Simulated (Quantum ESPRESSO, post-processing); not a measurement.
# Pd(100), 5 layers: k-mesh convergence, part 2 of 2

Aim: how far one choice must go before the vacuum level and the energy of Pd(100), 5 layers stand still, and what it costs.

Quantum ESPRESSO 7.5; plane-wave DFT, PBE, SSSP efficiency pseudopotentials.

So far. Step 2 (Self-consistent run: 23×23×1 points): Inside the slab this potential holds the local part of the pseudopotentials, which can be repulsive at the nuclei; only its value in the vacuum has a meaning of its own. Step 3 (SCF with pw.x: 17×17×1 points): Counted from each run's own zero (the Fermi level), the vacuum level differs from the first run's by +0 meV.

## (4) Ground state: 12×12×1 points

Contents of c2.in:

```
&control
  prefix = 'c2'
  outdir = './out'
  pseudo_dir = './pseudo'
  calculation = 'scf'
  tprnfor = .true.
/
&system
  ibrav = 0
  nat = 5
  ntyp = 1
  ecutwfc = 45
  ecutrho = 360
  occupations = 'smearing'
  smearing = 'mv'
  degauss = 0.02
  assume_isolated = 'esm'
  esm_bc = 'bc1'
/
&electrons
  conv_thr = 1e-07
  mixing_beta = 0.4
  electron_maxstep = 120
  mixing_mode = 'local-TF'
/
ATOMIC_SPECIES
  Pd  106.4200  Pd_ONCV_PBE-1.0.oncvpsp.upf
CELL_PARAMETERS angstrom
  2.75064537881567 0.00000000000000 0.00000000000000
  0.00000000000000 2.75064537881567 0.00000000000000
  0.00000000000000 0.00000000000000 23.78000000000000
ATOMIC_POSITIONS crystal
  Pd  0.000000000000 0.000000000000 -0.163582842725
  Pd  0.500000000000 0.500000000000 -0.081791421362
  Pd  0.000000000000 0.000000000000 0.000000000000
  Pd  0.500000000000 0.500000000000 0.081791421362
  Pd  0.000000000000 0.000000000000 0.163582842725
K_POINTS automatic
  12 12 1 0 0 0
```

Launch:

```
OMP_NUM_THREADS=1 mpirun -n 4 pw.x -nk 4 -in c2.in > c2.out
```

Output:

```text
[banner, memory and clock lines left out]
Program PWSCF v.7.5 starts
[...]
Message from routine setup:
[...]
Message from routine setup:
[...]
number of electrons       =        90.00
     number of Kohn-Sham states=           54
     kinetic-energy cutoff     =      45.0000  Ry
     charge density cutoff     =     360.0000  Ry
[...]
number of k points=    28  Marzari-Vanderbilt smearing, width (Ry)=  0.0200
[...]
Dense  grid:   140183 G-vectors     FFT dimensions: (  32,  32, 288)
[...]
negative rho (up, down):  6.864E-07 0.000E+00
     Starting wfcs are   50 randomized atomic wfcs +    4 random wfcs
[...]
negative rho (up, down):  4.062E-08 0.000E+00
[...]
estimated scf accuracy    <       0.74436044 Ry
[...]
estimated scf accuracy    <       0.45319976 Ry
[...]
estimated scf accuracy    <       0.07921718 Ry
[...]
estimated scf accuracy    <       0.04338557 Ry
[...]
estimated scf accuracy    <       0.08278699 Ry
[...]
estimated scf accuracy    <       0.05056451 Ry
[...]
estimated scf accuracy    <       0.01316637 Ry
[...]
negative rho (up, down):  1.365E-04 0.000E+00
[...]
estimated scf accuracy    <       0.04053874 Ry
[...]
negative rho (up, down):  2.921E-04 0.000E+00
[...]
estimated scf accuracy    <       0.01748576 Ry
[...]
negative rho (up, down):  1.555E-02 0.000E+00
[...]
estimated scf accuracy    <       0.01695160 Ry
[...]
negative rho (up, down):  6.497E-03 0.000E+00
[...]
estimated scf accuracy    <       0.00705709 Ry
[...]
negative rho (up, down):  4.726E-03 0.000E+00
[...]
estimated scf accuracy    <       0.00033444 Ry
[...]
negative rho (up, down):  3.613E-03 0.000E+00
[...]
estimated scf accuracy    <       0.00045184 Ry
[...]
negative rho (up, down):  5.128E-04 0.000E+00
[...]
estimated scf accuracy    <       0.00006477 Ry
[...]
negative rho (up, down):  6.957E-05 0.000E+00
[...]
estimated scf accuracy    <       0.00000280 Ry
[...]
negative rho (up, down):  2.835E-04 0.000E+00
[...]
estimated scf accuracy    <       0.00001908 Ry
[...]
negative rho (up, down):  1.350E-04 0.000E+00
[...]
estimated scf accuracy    <       0.00000072 Ry
[...]
negative rho (up, down):  2.789E-06 0.000E+00
[...]
estimated scf accuracy    <       0.00000035 Ry
[...]
negative rho (up, down):  1.229E-06 0.000E+00
[...]
estimated scf accuracy    <       0.00000020 Ry
[...]
the Fermi energy is    -5.1057 ev
!    total energy              =   -1265.91907701 Ry
     estimated scf accuracy    <       0.00000001 Ry
     smearing contrib. (-TS)   =       0.00150124 Ry
     internal energy E=F+TS    =   -1265.92057826 Ry
[...]
one-electron contribution =   22395.10918958 Ry
     hartree contribution      =  -11223.51619035 Ry
     xc contribution           =    -124.02824727 Ry
     ewald contribution        =  -12313.48533021 Ry
     convergence has been achieved in  20 iterations
[...]
Total force =     0.011974     Total SCF correction =     0.000789
[...]
```

It took 64 s on 4 MPI ranks of Intel Xeon 6975P-C (Granite Rapids), shared host; peak memory 0.67 GiB; 4.3 min of CPU time.

Read from the output:

```
free energy                                                    : -17223.7065 eV
Fermi energy                                                   : -5.106 eV
vacuum line at the lower end of the cell, over the Fermi level : 5.106 eV
vacuum line at the upper end of the cell, over the Fermi level : 5.106 eV
```

The program's own clock; routines nest. Time by routine:

```
     routine  wall time (s)  calls
       PWSCF          63.29      1
   electrons          60.31      1
     c_bands          51.21     21
     cegterg          43.41    147
       h_psi          28.18   1566
    vloc_psi          22.22   1566
        fftw          21.58  58424
    sum_band           4.32     21
      calbec           3.14   1594
     cdiaghg           3.11   1552
h_psi:calbec           3.01   1566
     mix_rho           2.94     21
  add_vuspsi           2.67   1566
    init_run           2.65      1
```

Counted from each run's own zero (the Fermi level), the vacuum level differs from the first run's by +2 meV.

## (5) Ground state: 9×9×1 points

c3.in is the input of step 4 with these lines changed:

```diff
@@ -1,3 +1,3 @@
 &control
-  prefix = 'c2'
+  prefix = 'c3'
   outdir = './out'
@@ -38,2 +38,2 @@
 K_POINTS automatic
-  12 12 1 0 0 0
+  9 9 1 0 0 0
```

Launch:

```
OMP_NUM_THREADS=1 mpirun -n 4 pw.x -nk 4 -in c3.in > c3.out
```

Output:

```text
[banner, memory and clock lines left out]
Program PWSCF v.7.5 starts
[...]
Message from routine setup:
[...]
Message from routine setup:
[...]
number of electrons       =        90.00
     number of Kohn-Sham states=           54
     kinetic-energy cutoff     =      45.0000  Ry
     charge density cutoff     =     360.0000  Ry
[...]
number of k points=    15  Marzari-Vanderbilt smearing, width (Ry)=  0.0200
[...]
Dense  grid:   140183 G-vectors     FFT dimensions: (  32,  32, 288)
[...]
negative rho (up, down):  6.864E-07 0.000E+00
     Starting wfcs are   50 randomized atomic wfcs +    4 random wfcs
[...]
negative rho (up, down):  4.062E-08 0.000E+00
[...]
estimated scf accuracy    <       0.73150830 Ry
[...]
estimated scf accuracy    <       0.45957095 Ry
[...]
estimated scf accuracy    <       0.07463178 Ry
[...]
estimated scf accuracy    <       0.04100611 Ry
[...]
estimated scf accuracy    <       0.07470665 Ry
[...]
estimated scf accuracy    <       0.03794910 Ry
[...]
estimated scf accuracy    <       0.01136119 Ry
[...]
negative rho (up, down):  5.361E-04 0.000E+00
[...]
estimated scf accuracy    <       0.04392666 Ry
[...]
negative rho (up, down):  5.599E-04 0.000E+00
[...]
estimated scf accuracy    <       0.01480022 Ry
[...]
negative rho (up, down):  1.556E-02 0.000E+00
[...]
estimated scf accuracy    <       0.01568729 Ry
[...]
negative rho (up, down):  5.423E-03 0.000E+00
[...]
estimated scf accuracy    <       0.00485755 Ry
[...]
negative rho (up, down):  4.560E-03 0.000E+00
[...]
estimated scf accuracy    <       0.00035738 Ry
[...]
negative rho (up, down):  3.921E-03 0.000E+00
[...]
estimated scf accuracy    <       0.00035026 Ry
[...]
negative rho (up, down):  5.167E-04 0.000E+00
[...]
estimated scf accuracy    <       0.00006509 Ry
[...]
negative rho (up, down):  1.587E-04 0.000E+00
[...]
estimated scf accuracy    <       0.00019204 Ry
[...]
negative rho (up, down):  8.938E-05 0.000E+00
[...]
estimated scf accuracy    <       0.00003161 Ry
[...]
negative rho (up, down):  5.792E-06 0.000E+00
[...]
estimated scf accuracy    <       0.00001452 Ry
[...]
negative rho (up, down):  1.087E-05 0.000E+00
[...]
estimated scf accuracy    <       0.00000118 Ry
[...]
negative rho (up, down):  1.883E-06 0.000E+00
[...]
estimated scf accuracy    <       0.00000018 Ry
[...]
the Fermi energy is    -5.1199 ev
!    total energy              =   -1265.91883762 Ry
     estimated scf accuracy    <       0.00000007 Ry
     smearing contrib. (-TS)   =       0.00117549 Ry
     internal energy E=F+TS    =   -1265.92001311 Ry
[...]
one-electron contribution =   22395.21325354 Ry
     hartree contribution      =  -11223.62501756 Ry
     xc contribution           =    -124.02291888 Ry
     ewald contribution        =  -12313.48533021 Ry
     convergence has been achieved in  20 iterations
[...]
Total force =     0.011755     Total SCF correction =     0.002768
[...]
```

Elapsed: 39 s, on 4 MPI ranks; peak memory 0.62 GiB.

This step gave:

* free energy: -17223.7032 eV
* Fermi energy: -5.120 eV
* vacuum line at the lower end of the cell, over the Fermi level: 5.120 eV
* vacuum line at the upper end of the cell, over the Fermi level: 5.120 eV

The program's own clock; routines nest. Time by routine:

| routine | wall time (s) | calls |
| --- | --- | --- |
| PWSCF | 38.06 | 1 |
| electrons | 35.36 | 1 |
| c_bands | 28.2 | 21 |
| cegterg | 23.96 | 84 |
| h_psi | 15.59 | 936 |
| vloc_psi | 12.25 | 936 |
| fftw | 11.93 | 32318 |
| mix_rho | 2.89 | 21 |
| init_run | 2.44 | 1 |
| sum_band | 2.42 | 21 |
| cdiaghg | 1.8 | 928 |
| calbec | 1.76 | 952 |
| h_psi:calbec | 1.68 | 936 |
| v_of_rho | 1.63 | 21 |

Counted from each run's own zero (the Fermi level), the vacuum level differs from the first run's by +16 meV.

## (6) SCF with pw.x: 6×6×1 points

c4.in is the input of step 5 with these lines changed:

```diff
@@ -1,3 +1,3 @@
 &control
-  prefix = 'c3'
+  prefix = 'c4'
   outdir = './out'
@@ -38,2 +38,2 @@
 K_POINTS automatic
-  9 9 1 0 0 0
+  6 6 1 0 0 0
```

Launch:

```
OMP_NUM_THREADS=1 mpirun -n 4 pw.x -nk 2 -in c4.in > c4.out
```

Output:

```text
[banner, memory and clock lines left out]
Program PWSCF v.7.5 starts
[...]
Message from routine setup:
[...]
Message from routine setup:
[...]
number of electrons       =        90.00
     number of Kohn-Sham states=           54
     kinetic-energy cutoff     =      45.0000  Ry
     charge density cutoff     =     360.0000  Ry
[...]
number of k points=    10  Marzari-Vanderbilt smearing, width (Ry)=  0.0200
[...]
Dense  grid:   140183 G-vectors     FFT dimensions: (  32,  32, 288)
[...]
negative rho (up, down):  6.864E-07 0.000E+00
     Starting wfcs are   50 randomized atomic wfcs +    4 random wfcs
[...]
negative rho (up, down):  4.048E-08 0.000E+00
[...]
estimated scf accuracy    <       0.70658608 Ry
[...]
estimated scf accuracy    <       0.45143690 Ry
[...]
estimated scf accuracy    <       0.08335180 Ry
[...]
estimated scf accuracy    <       0.04973073 Ry
[...]
estimated scf accuracy    <       0.04593923 Ry
[...]
estimated scf accuracy    <       0.02899308 Ry
[...]
estimated scf accuracy    <       0.00834252 Ry
[...]
negative rho (up, down):  2.100E-03 0.000E+00
[...]
estimated scf accuracy    <       0.01776367 Ry
[...]
negative rho (up, down):  8.857E-03 0.000E+00
[...]
estimated scf accuracy    <       0.00662734 Ry
[...]
negative rho (up, down):  1.489E-02 0.000E+00
[...]
estimated scf accuracy    <       0.00438951 Ry
[...]
negative rho (up, down):  8.034E-03 0.000E+00
[...]
estimated scf accuracy    <       0.00191128 Ry
[...]
negative rho (up, down):  2.313E-03 0.000E+00
[...]
estimated scf accuracy    <       0.00046748 Ry
[...]
negative rho (up, down):  2.246E-03 0.000E+00
[...]
estimated scf accuracy    <       0.00025592 Ry
[...]
negative rho (up, down):  6.107E-04 0.000E+00
[...]
estimated scf accuracy    <       0.00000732 Ry
[...]
negative rho (up, down):  1.673E-04 0.000E+00
[...]
estimated scf accuracy    <       0.00000537 Ry
[...]
negative rho (up, down):  1.650E-04 0.000E+00
[...]
estimated scf accuracy    <       0.00000236 Ry
[...]
negative rho (up, down):  7.208E-05 0.000E+00
[...]
estimated scf accuracy    <       0.00000077 Ry
[...]
negative rho (up, down):  4.216E-06 0.000E+00
[...]
estimated scf accuracy    <       0.00000061 Ry
[...]
the Fermi energy is    -5.0683 ev
!    total energy              =   -1265.91893930 Ry
     estimated scf accuracy    <       0.00000003 Ry
     smearing contrib. (-TS)   =       0.00129469 Ry
     internal energy E=F+TS    =   -1265.92023398 Ry
[...]
one-electron contribution =   22394.90297839 Ry
     hartree contribution      =  -11223.31167250 Ry
     xc contribution           =    -124.02620966 Ry
     ewald contribution        =  -12313.48533021 Ry
     convergence has been achieved in  19 iterations
[...]
Total force =     0.010994     Total SCF correction =     0.000392
[...]
```

Elapsed: 24 s, on 4 MPI ranks; peak memory 0.41 GiB; 96 s of CPU time.

Read from the output:

* free energy: -17223.7046 eV
* Fermi energy: -5.068 eV
* vacuum line at the lower end of the cell, over the Fermi level: 5.068 eV
* vacuum line at the upper end of the cell, over the Fermi level: 5.068 eV

The program's own clock; routines nest. Time by routine:

| routine | wall time (s) | calls |
| --- | --- | --- |
| PWSCF | 23.4 | 1 |
| electrons | 22.13 | 1 |
| c_bands | 18.09 | 20 |
| cegterg | 16.37 | 100 |
| h_psi | 10.24 | 1095 |
| fftw | 8.63 | 37138 |
| vloc_psi | 8.26 | 1095 |
| cdiaghg | 2.08 | 1085 |
| sum_band | 1.7 | 20 |
| mix_rho | 1.38 | 20 |
| init_run | 1.12 | 1 |
| calbec | 1.07 | 1115 |
| h_psi:calbec | 1.02 | 1095 |
| ffts | 0.98 | 1730 |

Counted from each run's own zero (the Fermi level), the vacuum level differs from the first run's by -36 meV.

## (7) Ground state: 4×4×1 points

c5.in is the input of step 6 with these lines changed:

```diff
@@ -1,3 +1,3 @@
 &control
-  prefix = 'c4'
+  prefix = 'c5'
   outdir = './out'
@@ -38,2 +38,2 @@
 K_POINTS automatic
-  6 6 1 0 0 0
+  4 4 1 0 0 0
```

Launch:

```
OMP_NUM_THREADS=1 mpirun -n 4 pw.x -nk 1 -in c5.in > c5.out
```

Output:

```text
[banner, memory and clock lines left out]
Program PWSCF v.7.5 starts
[...]
Message from routine setup:
[...]
Message from routine setup:
[...]
number of electrons       =        90.00
     number of Kohn-Sham states=           54
     kinetic-energy cutoff     =      45.0000  Ry
     charge density cutoff     =     360.0000  Ry
[...]
number of k points=     6  Marzari-Vanderbilt smearing, width (Ry)=  0.0200
[...]
Dense  grid:   140183 G-vectors     FFT dimensions: (  32,  32, 288)
[...]
negative rho (up, down):  6.864E-07 0.000E+00
     Starting wfcs are   50 randomized atomic wfcs +    4 random wfcs
[...]
negative rho (up, down):  4.078E-08 0.000E+00
[...]
estimated scf accuracy    <       0.66882934 Ry
[...]
estimated scf accuracy    <       0.48064846 Ry
[...]
estimated scf accuracy    <       0.06816504 Ry
[...]
estimated scf accuracy    <       0.08030232 Ry
[...]
estimated scf accuracy    <       0.18298310 Ry
[...]
estimated scf accuracy    <       0.11510279 Ry
[...]
estimated scf accuracy    <       0.02531102 Ry
[...]
negative rho (up, down):  3.201E-04 0.000E+00
[...]
estimated scf accuracy    <       0.03974943 Ry
[...]
estimated scf accuracy    <       0.00845266 Ry
[...]
negative rho (up, down):  4.229E-03 0.000E+00
[...]
estimated scf accuracy    <       0.00750097 Ry
[...]
negative rho (up, down):  6.750E-03 0.000E+00
[...]
estimated scf accuracy    <       0.00500001 Ry
[...]
negative rho (up, down):  4.889E-03 0.000E+00
[...]
estimated scf accuracy    <       0.01603603 Ry
[...]
negative rho (up, down):  1.627E-03 0.000E+00
[...]
estimated scf accuracy    <       0.00459778 Ry
[...]
negative rho (up, down):  2.999E-03 0.000E+00
[...]
estimated scf accuracy    <       0.00033744 Ry
[...]
negative rho (up, down):  1.951E-03 0.000E+00
[...]
estimated scf accuracy    <       0.00016631 Ry
[...]
negative rho (up, down):  2.725E-04 0.000E+00
[...]
estimated scf accuracy    <       0.00003485 Ry
[...]
negative rho (up, down):  1.199E-04 0.000E+00
[...]
estimated scf accuracy    <       0.00000851 Ry
[...]
negative rho (up, down):  1.050E-04 0.000E+00
[...]
estimated scf accuracy    <       0.00000098 Ry
[...]
negative rho (up, down):  4.166E-05 0.000E+00
[...]
estimated scf accuracy    <       0.00000026 Ry
[...]
estimated scf accuracy    <       0.00000057 Ry
[...]
estimated scf accuracy    <       0.00000011 Ry
[...]
the Fermi energy is    -5.2514 ev
!    total energy              =   -1265.94457889 Ry
     estimated scf accuracy    <       0.00000003 Ry
     smearing contrib. (-TS)   =      -0.00146920 Ry
     internal energy E=F+TS    =   -1265.94310969 Ry
[...]
one-electron contribution =   22396.36439622 Ry
     hartree contribution      =  -11224.82396984 Ry
     xc contribution           =    -123.99820586 Ry
     ewald contribution        =  -12313.48533021 Ry
     convergence has been achieved in  22 iterations
[...]
Total force =     0.019743     Total SCF correction =     0.002269
[...]
```

Wall time 17 s (4 MPI ranks); peak memory 0.31 GiB; 65 s of CPU time.

Read from the output:

| Property | Result |
| --- | --- |
| free energy | -17224.0535 eV |
| Fermi energy | -5.251 eV |
| vacuum line at the lower end of the cell, over the Fermi level | 5.251 eV |
| vacuum line at the upper end of the cell, over the Fermi level | 5.251 eV |

The program's own clock; routines nest. Time by routine:

```
     routine  wall time (s)  calls
       PWSCF          15.88      1
   electrons          14.74      1
     c_bands          12.11     23
     cegterg          11.73    138
       h_psi           6.96   1202
        fftw           6.17  48738
    vloc_psi           5.71   1202
     cdiaghg           2.26   1190
    sum_band           1.21     23
    init_run           1.03      1
     mix_rho            0.9     23
        ffts           0.78   2209
      calbec            0.7   1226
h_psi:calbec           0.67   1202
```

Counted from each run's own zero (the Fermi level), the vacuum level differs from the first run's by +147 meV.

## (8) The series side by side

All levels:

| level | vacuum level over the Fermi level (eV) | its change from the first (meV) | energy from the first (meV an atom) | SCF iterations | wall time (s) | peak memory (GiB) | CPU time (s) |
| --- | --- | --- | --- | --- | --- | --- | --- |
| 23×23×1 points | 5.104 | 0 | 0 | 20 | 175.3 | 0.94 | 700 |
| 17×17×1 points | 5.104 | 0.4 | 0.2678 | 24 | 124.2 | 0.75 | 495.5 |
| 12×12×1 points | 5.106 | 1.7 | -0.08416 | 20 | 64 | 0.67 | 255.1 |
| 9×9×1 points | 5.12 | 15.9 | 0.5672 | 20 | 38.78 | 0.62 | 154.2 |
| 6×6×1 points | 5.068 | -35.7 | 0.2906 | 19 | 24.12 | 0.41 | 95.51 |
| 4×4×1 points | 5.251 | 147.4 | -69.48 | 22 | 16.59 | 0.31 | 65.4 |

## (9) Results

| Quantity | Value |
| --- | --- |
| vacuum level over the Fermi level, 23×23×1 points | 5.104 eV |
| cheapest step of the main series that, with all steps before it, keeps the vacuum level within 20 meV of the first | 9×9×1 points: +16 meV, 2.6 min of CPU time against 12 min |
| setting with the largest shift of the level | 4×4×1 points: +147 meV |

The cheapest step of the main series that, with all steps before it, keeps the vacuum level within 20 meV of the first is 9×9×1 points: +16 meV, 2.6 min of CPU time against 12 min. Over the series the energy moves by up to 69.5 meV an atom and the vacuum level by up to 147 meV. The error of the level grows in size as the mesh thins, and changes sign on the way. The times come from a shared host and are rough. Peak memory is sampled during the run and can miss the peak. The geometry is as built, not relaxed.

[Logs are printed without paths, hosts, clocks, repeated set-up lines and the standing remarks that a program may print on its own settings, such as how far it seeks lower states.]

[Hosts, paths, dates, database ids (printed as entryN), source tags and the programs' standing remarks are cut or masked in the printed files.]

[Maps of the electrostatic potential energy from Ansatz leave out the sawtooth potential of an applied field or a dipole correction, so their vacuum need not be flat; planar profiles and work functions include it.]
